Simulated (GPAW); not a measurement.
## AlCo: optical spectrum from first principles

Aim: the dielectric function of AlCo, and the optical constants that follow from it.

Main program and level: GPAW 26.7.0; DFT, PBE, plane-wave PAW (GPAW data sets), scalar-relativistic, RPA, optical limit.

## Step 1: The structure

Symmetry: Pm-3m, No. 221, cubic system. The conventional cell has a = 2.819 Å, b = 2.819 Å, c = 2.819 Å, α = 90.00°, β = 90.00°, γ = 90.00°. Nearest to Co lie 8 Al at 2.44 Å. Nearest to Al lie 8 Co at 2.44 Å. Farther neighbours are not listed.

## Step 2: Ground state

First the ground state: is it a metal or has it a gap?

This step: DFT, PBE, plane-wave PAW (GPAW data sets), scalar-relativistic, ground state (GPAW 26.7.0).

Contents of gs.py:

```python
from ase import Atoms
from ase.dft.bandgap import bandgap
from gpaw import GPAW, PW, FermiDirac

atoms = Atoms(['Co', 'Al'],
              cell=[[2.819403210000, 0.000000000000, 0.000000000000],
                    [0.000000000000, 2.819403210000, 0.000000000000],
                    [0.000000000000, 0.000000000000, 2.819403210000]],
              scaled_positions=[[0.500000000000, 0.500000000000, 0.500000000000],
                                [0.000000000000, 0.000000000000, 0.000000000000]],
              pbc=[True, True, True])
atoms.calc = GPAW(mode=PW(500), xc='PBE', kpts={'size': (8, 8, 8), 'gamma': True},
                  occupations=FermiDirac(0.05), maxiter=150, txt='gs.txt')
print('energy (eV)', atoms.get_potential_energy())
print('Fermi level (eV)', atoms.calc.get_fermi_level())
print('valence electrons', atoms.calc.get_number_of_electrons())
print('gap (eV)', bandgap(atoms.calc, output=None)[0])
print('direct gap (eV)', bandgap(atoms.calc, direct=True, output=None)[0])
atoms.calc.write('gs.gpw')
```

Command:

```console
> OMP_NUM_THREADS=1 python gs.py
```

Numbers of over 12 decimals in the logs are rounded to 6 here.

Log:

```text
__  _  _
 | _ |_)|_||  |
 |__||  | ||/\| - 26.7.0

Versions:
  Python: 3.12.14
  ASE:    3.29.0
  Numpy:  2.5.5
  Scipy:  1.18.1
  Libxc:  7.0.0

Input parameters:
  mode=PW(ecut=500.0),
  kpts=MonkhorstPack(size=(8, 8, 8), gamma=True),
  maxiter=150,
  occupations=Occupations(name='fermi-dirac', width=0.05, fixmagmom=False),
  xc=XC(name='PBE')

Diagonalizing LCAO Hamiltonian
Converting LCAO to pw mode
   .------.
  /|      |
 * |  Co  |
 | .------.
 |/      /
 Al-----*

Atoms  # Å, Bohr magnetons
|   | symbol |        x |        y |        z |    initial magnetic moments |
| 0 |     Co | 1.409702 | 1.409702 | 1.409702 | ( 0.0000,  0.0000,  0.0000) |
| 1 |     Al | 0.000000 | 0.000000 | 0.000000 | ( 0.0000,  0.0000,  0.0000) |

Unit cell  # Å
| periodic |        x |        y |        z |  lengths |    angles |
|      yes | 2.819403 | 0.000000 | 0.000000 | 2.819403 | 90.000000 |
|      yes | 0.000000 | 2.819403 | 0.000000 | 2.819403 | 90.000000 |
|      yes | 0.000000 | 0.000000 | 2.819403 | 2.819403 | 90.000000 |

Number of symmetries: 48
Symmetry operations  # r_c * U_cc + t_c -> r_c
|    | kind |            matrix            |
|  0 |  E   |  1, 0, 0,  0, 1, 0,  0, 0, 1 |
|  1 |  σ   |  1, 0, 0,  0, 1, 0,  0, 0,-1 |
|  2 |  σ   |  1, 0, 0,  0, 0, 1,  0, 1, 0 |
|  3 |  C4  |  1, 0, 0,  0, 0, 1,  0,-1, 0 |
|  4 |  C4  |  1, 0, 0,  0, 0,-1,  0, 1, 0 |
|  5 |  σ   |  1, 0, 0,  0, 0,-1,  0,-1, 0 |
|  6 |  σ   |  1, 0, 0,  0,-1, 0,  0, 0, 1 |
|  7 |  C2  |  1, 0, 0,  0,-1, 0,  0, 0,-1 |
|  8 |  σ   |  0, 1, 0,  1, 0, 0,  0, 0, 1 |
|  9 |  C2  |  0, 1, 0,  1, 0, 0,  0, 0,-1 |
| 10 |  C3  |  0, 1, 0,  0, 0, 1,  1, 0, 0 |
| 11 |  S6  |  0, 1, 0,  0, 0, 1, -1, 0, 0 |
| 12 |  S6  |  0, 1, 0,  0, 0,-1,  1, 0, 0 |
| 13 |  C3  |  0, 1, 0,  0, 0,-1, -1, 0, 0 |
| 14 |  C4  |  0, 1, 0, -1, 0, 0,  0, 0, 1 |
| 15 |  S4  |  0, 1, 0, -1, 0, 0,  0, 0,-1 |
| 16 |  C3  |  0, 0, 1,  1, 0, 0,  0, 1, 0 |
| 17 |  S6  |  0, 0, 1,  1, 0, 0,  0,-1, 0 |
| 18 |  σ   |  0, 0, 1,  0, 1, 0,  1, 0, 0 |
| 19 |  C4  |  0, 0, 1,  0, 1, 0, -1, 0, 0 |
| 20 |  C2  |  0, 0, 1,  0,-1, 0,  1, 0, 0 |
| 21 |  S4  |  0, 0, 1,  0,-1, 0, -1, 0, 0 |
| 22 |  S6  |  0, 0, 1, -1, 0, 0,  0, 1, 0 |
| 23 |  C3  |  0, 0, 1, -1, 0, 0,  0,-1, 0 |
| 24 |  S6  |  0, 0,-1,  1, 0, 0,  0, 1, 0 |
| 25 |  C3  |  0, 0,-1,  1, 0, 0,  0,-1, 0 |
| 26 |  C4  |  0, 0,-1,  0, 1, 0,  1, 0, 0 |
| 27 |  σ   |  0, 0,-1,  0, 1, 0, -1, 0, 0 |
| 28 |  S4  |  0, 0,-1,  0,-1, 0,  1, 0, 0 |
| 29 |  C2  |  0, 0,-1,  0,-1, 0, -1, 0, 0 |
| 30 |  C3  |  0, 0,-1, -1, 0, 0,  0, 1, 0 |
| 31 |  S6  |  0, 0,-1, -1, 0, 0,  0,-1, 0 |
| 32 |  C4  |  0,-1, 0,  1, 0, 0,  0, 0, 1 |
| 33 |  S4  |  0,-1, 0,  1, 0, 0,  0, 0,-1 |
| 34 |  S6  |  0,-1, 0,  0, 0, 1,  1, 0, 0 |
| 35 |  C3  |  0,-1, 0,  0, 0, 1, -1, 0, 0 |
| 36 |  C3  |  0,-1, 0,  0, 0,-1,  1, 0, 0 |
| 37 |  S6  |  0,-1, 0,  0, 0,-1, -1, 0, 0 |
| 38 |  σ   |  0,-1, 0, -1, 0, 0,  0, 0, 1 |
| 39 |  C2  |  0,-1, 0, -1, 0, 0,  0, 0,-1 |
| 40 |  σ   | -1, 0, 0,  0, 1, 0,  0, 0, 1 |
| 41 |  C2  | -1, 0, 0,  0, 1, 0,  0, 0,-1 |
| 42 |  C2  | -1, 0, 0,  0, 0, 1,  0, 1, 0 |
| 43 |  S4  | -1, 0, 0,  0, 0, 1,  0,-1, 0 |
| 44 |  S4  | -1, 0, 0,  0, 0,-1,  0, 1, 0 |
| 45 |  C2  | -1, 0, 0,  0, 0,-1,  0,-1, 0 |
| 46 |  C2  | -1, 0, 0,  0,-1, 0,  0, 0, 1 |
| 47 |  i   | -1, 0, 0,  0,-1, 0,  0, 0,-1 |

BZ-sampling:
  Number of BZ points: 512
  Number of IBZ points: 35

  Monkhorst-Pack size: [8, 8, 8]
  Monkhorst-Pack shift: [0.0625, 0.0625, 0.0625]

K-points  # in reciprocal-cell coordinates
|     |                                coordinates |     weight |
|   0 | (  0.00000000,   0.00000000,   0.00000000) | 0.00195312 |
|   1 | (  0.12500000,   0.00000000,   0.00000000) | 0.01171875 |
|   2 | (  0.12500000,   0.12500000,   0.00000000) | 0.02343750 |
|   3 | (  0.12500000,   0.12500000,   0.12500000) | 0.01562500 |
|   4 | (  0.25000000,   0.00000000,   0.00000000) | 0.01171875 |
|   5 | (  0.25000000,   0.12500000,   0.00000000) | 0.04687500 |
|   6 | (  0.25000000,   0.12500000,   0.12500000) | 0.04687500 |
|   7 | (  0.25000000,   0.25000000,   0.00000000) | 0.02343750 |
|   8 | (  0.25000000,   0.25000000,   0.12500000) | 0.04687500 |
|   9 | (  0.25000000,   0.25000000,   0.25000000) | 0.01562500 |
| ... |                                            |            |
|  34 | (  0.50000000,   0.50000000,   0.50000000) | 0.00195312 |

Plane wave coefficients: 587
Cutoff: 500.0 eV

Spin-components: 1 (collinear spins)
Bands:           12
Projectors:      11
Spin-degeneracy: 2
Datatype:        complex128

Parallelization:
  kpt:    1
  domain: 1
  band:   1

Density:
  Valence electrons: 12.0
  Components: 1
  Grid points: [15 15 15]
  Charge: 0.0  # |e|

Potential:
  Grid points: [15 15 15]

species:
  Co:
    name:    Cobalt
    id:
    Z:       27.0
    valence: 9
    core:    18
    charge:  0.0  # [|e|]
    compensation charges:
      type: gauss
      rc: 0.32  # [Å]
      lmax: 2
    cutoffs:
      filter: 1.87  # [Å]
      core: 2.55  # [Å]
    projectors
    | kind |    occ | energy [eV] | rcut [Å] |
    |   4s |  2.000 |      -5.469 |    1.005 |
    |   4p |  0.000 |      -1.277 |    1.058 |
    |   3d |  7.000 |      -8.205 |    1.005 |
    |    s |        |      21.742 |    1.005 |
    |    p |        |      25.934 |    1.058 |
    |    d |        |      19.007 |    1.005 |

    Using partial waves for Co as LCAO basis

  Al:
    name:    Aluminium
    id:
    Z:       13.0
    valence: 3
    core:    10
    charge:  0.0  # [|e|]
    compensation charges:
      type: gauss
      rc: 0.34  # [Å]
      lmax: 2
    cutoffs:
      filter: 1.91  # [Å]
      core: 2.36  # [Å]
    projectors
    | kind |    occ | energy [eV] | rcut [Å] |
    |   3s |  2.000 |      -7.753 |    1.085 |
    |   3p |  1.000 |      -2.712 |    1.085 |
    |    s |        |      19.459 |    1.085 |
    |    p |        |      24.499 |    1.085 |
    |    d |        |       0.000 |    1.085 |

    Using partial waves for Al as LCAO basis

Reference energy: -44506.133171  # eV

eigensolver:
  PPCG
  Converge bands: occupied
  niter=2

density mixing:
  MSR1-Mixer
  Pratt-step length: 0.05
  Maximum mixing coefficient: 0.75
  Old densities: 10
  SVD Regularization: 0.005
  Good broyden scale: 1.0
  Trust region scale: 1.0
  Backstep threshold: 4.0
  History deletion threshold: 6.0
  Fourier metric: weight=20.0, sigma=0.015

occupation numbers:
  Fermi-Dirac:
    width: 0.0500  # eV

poisson solver:
  ecut: 4000.0  # eV

xc functional:
  name: PBE with 2 nearest neighbor stencil

convergence criteria:
- Maximum [total energy] change in last 3 cyles: 0.0005 eV / valence electron
- Maximum integral of absolute [dens]ity change: 0.0001 electrons / valence electron
- Maximum integral of absolute [eigenst]ate change: 4e-08 eV^2 / valence electron
maximum number of iterations: 150

SCF iterations
|iter     |      energy | eigst |  dens |
|iter:   1||  -13.182855 | +0.60 |       |
|iter:   2||  -13.135252 | -1.52 | -1.18 |
|iter:   3||  -13.079587 | -2.43 | -1.26 |
|iter:   4||  -13.065429 | -2.85 | -1.45 |
|iter:   5||  -13.070160 | -3.09 | -1.81 |
|iter:   6||  -13.071122c| -4.14 | -2.30 |
|iter:   7||  -13.071662c| -4.39 | -2.49 |
|iter:   8||  -13.071663c| -6.23 | -3.69 |
|iter:   9||  -13.071663c| -7.71c| -4.36c|

Converged in 9 steps
SCF loop duration: 3.945 s (0.438 s/step)
Energy contributions relative to reference atoms: (reference = -44506.133171)

Energy contributions:
  Kinetic:          20.012621
  Coulomb:         -14.419954
  Zero:              0.103790
  External:          0.000000
  Xc:              -18.764244
  Entropy:          -0.007751
  Spinorbit:         0.000000
  ----------------------------
  Free energy:     -13.075538
  Extrapolated:    -13.071663

dipole moment: (-4.810774, -4.810774, -4.810774)  # |e|*Ang

Fermi level: 10.578
Eigenvalues  # (at kpt = [0.000, 0.000, 0.000])
| band index |      eig [eV] | occ [0-2] |
|          0 |        -0.773 |     2.000 |
|          1 |         7.457 |     2.000 |
|          2 |         7.457 |     2.000 |
|          3 |         9.717 |     2.000 |
|          4 |         9.717 |     2.000 |
|          5 |         9.717 |     2.000 |
|          6 |        16.692 |     0.000 |
|          7 |        16.692 |     0.000 |
|          8 |        16.692 |     0.000 |
|          9 |        19.451 |     0.000 |
|         10 |        19.451 |     0.000 |
|         11 |        26.338 |     0.000 |

No gap
No difference between direct/indirect transitions

--- standard output ---
energy (eV) -13.071663
Fermi level (eV) 10.577748
valence electrons 12.0
gap (eV) 0.0
direct gap (eV) 0.0
```

The job ended after 5.8 s (1 thread of Arm Neoverse V1, shared host; peak memory 0.13 GiB).

This run has no spin polarisation, although Co can carry a moment.

Read-outs, printed or worked out from the files:

* energy: -13.07 eV
* Fermi energy: 10.58 eV
* electrons: 12

There are states at the Fermi level within the smearing, so the occupations stay smeared and the carriers get a Drude term.

## Step 3: Bands for the response

At the fixed density, many empty bands are solved on the mesh of the response, since the spectrum sums over them.

This step: DFT, PBE, plane-wave PAW (GPAW data sets), scalar-relativistic, bands at fixed density (GPAW 26.7.0).

Contents of nscf.py:

```python
from ase.dft.bandgap import bandgap
from gpaw import GPAW, FermiDirac

calc = GPAW('gs.gpw').fixed_density(kpts={'size': (15, 15, 15), 'gamma': True}, nbands=32, convergence={'bands': 26},
                                    occupations=FermiDirac(0.05), txt='nscf.txt')
print('gap (eV)', bandgap(calc, output=None)[0])
print('direct gap (eV)', bandgap(calc, direct=True, output=None)[0])
print('top band over the Fermi level (eV)', min(calc.get_eigenvalues(kpt=k)[25] for k in range(len(calc.get_ibz_k_points()))) - calc.get_fermi_level())
calc.write('full.gpw', mode='all')
```

Command:

```console
> OMP_NUM_THREADS=1 python nscf.py
```

Log:

```text
Diagonalizing LCAO Hamiltonian
Converting LCAO to pw mode
convergence criteria:
- Maximum integral of absolute [eigenst]ate change: 4e-08 eV^2 / valence electron
maximum number of iterations: 150

SCF iterations
|iter     |      energy | eigst |  dens |
|iter:   1||             | +3.15 |       |
|iter:   2||             | +1.93 |       |
|iter:   3||             | +0.12 |       |
|iter:   4||             | -1.81 |       |
|iter:   5||             | -3.55 |       |
|iter:   6||             | -5.03 |       |
|iter:   7||             | -5.95 |       |
|iter:   8||             | -6.73 |       |
|iter:   9||             | -7.29 |       |
|iter:  10||             | -7.63c|       |
SCF steps: 10
  __  _  _
 | _ |_)|_||  |
 |__||  | ||/\| - 26.7.0

Versions:
  Python: 3.12.14
  ASE:    3.29.0
  Numpy:  2.5.5
  Scipy:  1.18.1
  Libxc:  7.0.0

Input parameters:
  mode=PW(ecut=500.0),
  convergence={'bands': 26},
  gpts=array([15, 15, 15]),
  kpts=MonkhorstPack(size=(15, 15, 15), gamma=True),
  maxiter=150,
  nbands=32,
  occupations=Occupations(name='fermi-dirac', width=0.05, fixmagmom=False),
  parallel={},
  xc=XC(name='PBE')

--- standard output ---
gap (eV) 0.0
direct gap (eV) 0.0
top band over the Fermi level (eV) 31.352810
```

Elapsed: 35 s, on 1 thread; peak memory 0.18 GiB.

## Step 4: Dielectric function, RPA

Local fields let the induced charge screen the field inside the cell, which as a rule lowers ε, most along directions where the density is uneven.

This step: DFT, PBE, plane-wave PAW (GPAW data sets), scalar-relativistic, RPA, optical limit (GPAW 26.7.0).

Contents of df.py:

```python
from gpaw.response.df import DielectricFunction

df = DielectricFunction('full.gpw', frequencies={'type': 'nonlinear', 'domega0': 0.03, 'omega2': 8},
                        ecut=50,
                        eta=0.15,
                        nbands=26,
                        rate=0.05,
                        txt='df.txt')
for direction in ['x']:
    df.get_dielectric_function(xc='RPA', direction=direction, filename=f'df_{direction}.csv')
```

Command:

```console
> OMP_NUM_THREADS=1 python df.py
```

Log:

```text
Using integrator: PointIntegrator
NonLinearFrequencyDescriptor(from 0.000 to 51.018 eV, 468 points)
Nonperiodic BCs:  [False False False]
Using integrator: PointIntegrator
NonLinearFrequencyDescriptor(from 0.000 to 51.018 eV, 468 points)
Nonperiodic BCs:  [False False False]
Using integrator: PointIntegrator

Calculating chi0 body with:
    Ground state adapter containing:
    Number of spins: 1
    Number of kpoints: 3375
    Number of irreducible kpoints: 120
    Number of completely occupied states: 3
    Number of partially occupied states: 7

    Linear response parametrization:
    q_c: [0.0, 0.0, 0.0]
    Number of frequency points: 468
    Planewave cutoff: 50.0
    Number of bands: 26
    Number of planewaves: 19
    Broadening (eta): 0.15

Integrating chi0 body.

Symmetries of q_c:
    Direct symmetries (Uq -> q): 48
    Indirect symmetries (TUq -> q): 0
In total 48 allowed symmetries.

120 groups of equivalent kpoints. 96.444444% reduction.

Integral kind: spectral function

Calculating chi0 optical extensions with:
    Ground state adapter containing:
    Number of spins: 1
    Number of kpoints: 3375
    Number of irreducible kpoints: 120
    Number of completely occupied states: 3
    Number of partially occupied states: 7

    Linear response parametrization:
    Number of frequency points: 468
    Planewave cutoff: 50.0
    Number of bands: 26
    Number of planewaves: 19
    Broadening (eta): 0.15
Integrating chi0 head and wings.

Symmetries of q_c:
    Direct symmetries (Uq -> q): 48
    Indirect symmetries (TUq -> q): 0
In total 48 allowed symmetries.

120 groups of equivalent kpoints. 96.444444% reduction.

Integral kind: spectral function wings

Calculating drude chi0 with:
    Number of frequency points:468
    Plasma frequency decay rate: 0.05 eV

    Ground state adapter containing:
    Number of spins: 1
    Number of kpoints: 3375
    Number of irreducible kpoints: 120
    Number of completely occupied states: 3
    Number of partially occupied states: 7

Symmetries of q_c:
    Direct symmetries (Uq -> q): 48
    Indirect symmetries (TUq -> q): 0
In total 48 allowed symmetries.

120 groups of equivalent kpoints. 96.444444% reduction.

Integral kind: intraband
Plasma frequency:
[[3.83-0.j 0.  +0.j 0.  +0.j]
 [0.  +0.j 3.83-0.j 0.  +0.j]
 [0.  +0.j 0.  +0.j 3.83-0.j]]
```

Elapsed: 7.2 s, on 1 thread; peak memory 0.22 GiB.

(Part 1 of 2 ends here.)

[Machine, clock and banner lines and Python warnings are left out of the logs.]

[Logs are printed without paths, hosts, clocks, repeated set-up lines and the standing remarks that a program may print on its own settings, such as how far it seeks lower states.]

[Hosts, paths, dates, database ids (printed as entryN), source tags and the programs' standing remarks are cut or masked in the printed files.]
